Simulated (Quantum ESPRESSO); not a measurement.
# How volume moves the moments of CoO

How does volume change the magnetic state of CoO?

Main program and level: Quantum ESPRESSO 7.5; PBE; plane waves with GBRV 1.5 PBE potentials, no spin-orbit coupling.

## 1. The structure

It takes space group Fm-3m (No. 225, cubic). Conventional cell: a = 4.263 Å, b = 4.263 Å, c = 4.263 Å, α = 90.00°, β = 90.00°, γ = 90.00°. Nearest to Co lie 6 O at 2.13 Å. O has 6 Co at 2.13 Å nearest. Farther neighbours and most contacts between anions are not listed.

As a file:

```cif
data_structure
_symmetry_space_group_name_H-M 'Fm-3m'
_symmetry_Int_Tables_number 225
_cell_length_a 4.2630
_cell_length_b 4.2630
_cell_length_c 4.2630
_cell_angle_alpha 90.000
_cell_angle_beta 90.000
_cell_angle_gamma 90.000
_cell_volume 77.47
loop_
_atom_site_label
_atom_site_type_symbol
_atom_site_symmetry_multiplicity
_atom_site_Wyckoff_symbol
_atom_site_fract_x
_atom_site_fract_y
_atom_site_fract_z
_atom_site_occupancy
Co1 Co 4 a 0.00000 0.00000 0.00000 1
O1 O 4 b 0.50000 0.00000 0.00000 1
```

The cell comes from the Crystallography Open Database.

## 2. Volume 0.8, ferro +

All lengths scale alike; the factor is that of the volume. Atoms keep their fractional places. Seeded atoms are those given a starting moment.

pw.in reads:

```
&CONTROL
  calculation = 'scf'
  prefix = 'pwscf'
  outdir = './tmp'
  pseudo_dir = './pseudo'
  disk_io = 'nowf'
  tprnfor = .true.
  tstress = .true.
/
&SYSTEM
  ibrav = 0
  celldm(1) = 8
  nat = 2
  ntyp = 2
  ecutwfc = 40
  ecutrho = 280
  nbnd = 20
  occupations = 'smearing'
  smearing = 'fd'
  degauss = 0.00999582
  nspin = 2
  starting_magnetization(1) = 0.1765
  starting_magnetization(2) = 0
/
&ELECTRONS
  conv_thr = 4d-09
  electron_maxstep = 150
  mixing_beta = 0.3
/
ATOMIC_SPECIES
Co     58.9332 co_pbe_v1.2.uspp.F.UPF
O      15.9990 o_pbe_v1.2.uspp.F.UPF
CELL_PARAMETERS alat
   0.0000000000000    0.4674023368262    0.4674023368262
   0.4674023368262    0.0000000000000    0.4674023368262
   0.4674023368262    0.4674023368262    0.0000000000000
ATOMIC_POSITIONS crystal
Co      0.0000000000    0.0000000000    0.0000000000
O       0.5000000000    0.5000000000    0.5000000000
K_POINTS automatic
8 8 8 0 0 0
```

Started as:

```console
> OMP_NUM_THREADS=1 mpirun -n 2 pw.x -nk 2 -in pw.in > pw.out
```

The runs that follow: volume 0.8, antiferro q=(0,0,1/2) +-; volume 0.8, no spin polarisation; volume 1.16, ferro +; A faulty input; the series.

**Question.** What will these runs give for the moment, parallel start?

The moment of the parallel start goes from 1.58 μB at 0.8 to 2.58 μB at 1.16. The net moment of the cell goes from 1.80 to 2.99 μB. The radius of the spheres follows the nearest distance, so part of the change of the site moments is the spheres'. The largest moment of the start antiferro q=(0,0,1/2) +- lies between 2.17 and 2.46 μB.

| Quantity | Value |
| --- | --- |
| moment, parallel start | 1.58 to 2.58 μB |
| states met from these starts | antiferromagnetic and ferromagnetic |

The start antiferro q=(0,0,1/2) +- lies under the parallel one at every finished point, by 79.7 to 150 meV a seeded atom. Energies are free energies at an electronic temperature of 1580 K, which lowers moments and differences where the moments are itinerant. No Hubbard term acts here. In such compounds local and semilocal functionals without one often delocalise the d electrons, and can shrink or lose moments and miss the size, sign and order of the couplings. The smearing term is large for its width, so states at the Fermi level are partly filled: at this level the cell is a metal or has a gap of a few widths at most.

[Logs and program files are shortened in this print: banners, set-up blocks, solver, clock and traceback lines can be left out without a mark of their own.]

[Logs are printed without paths, hosts, clocks, repeated set-up lines and the standing remarks that a program may print on its own settings, such as how far it seeks lower states.]

[Hosts, paths, dates, database ids (printed as entryN), source tags and the programs' standing remarks are cut or masked in the printed files.]

[Where a cell is said to come from a database of computed structures, the database is the Materials Project.]
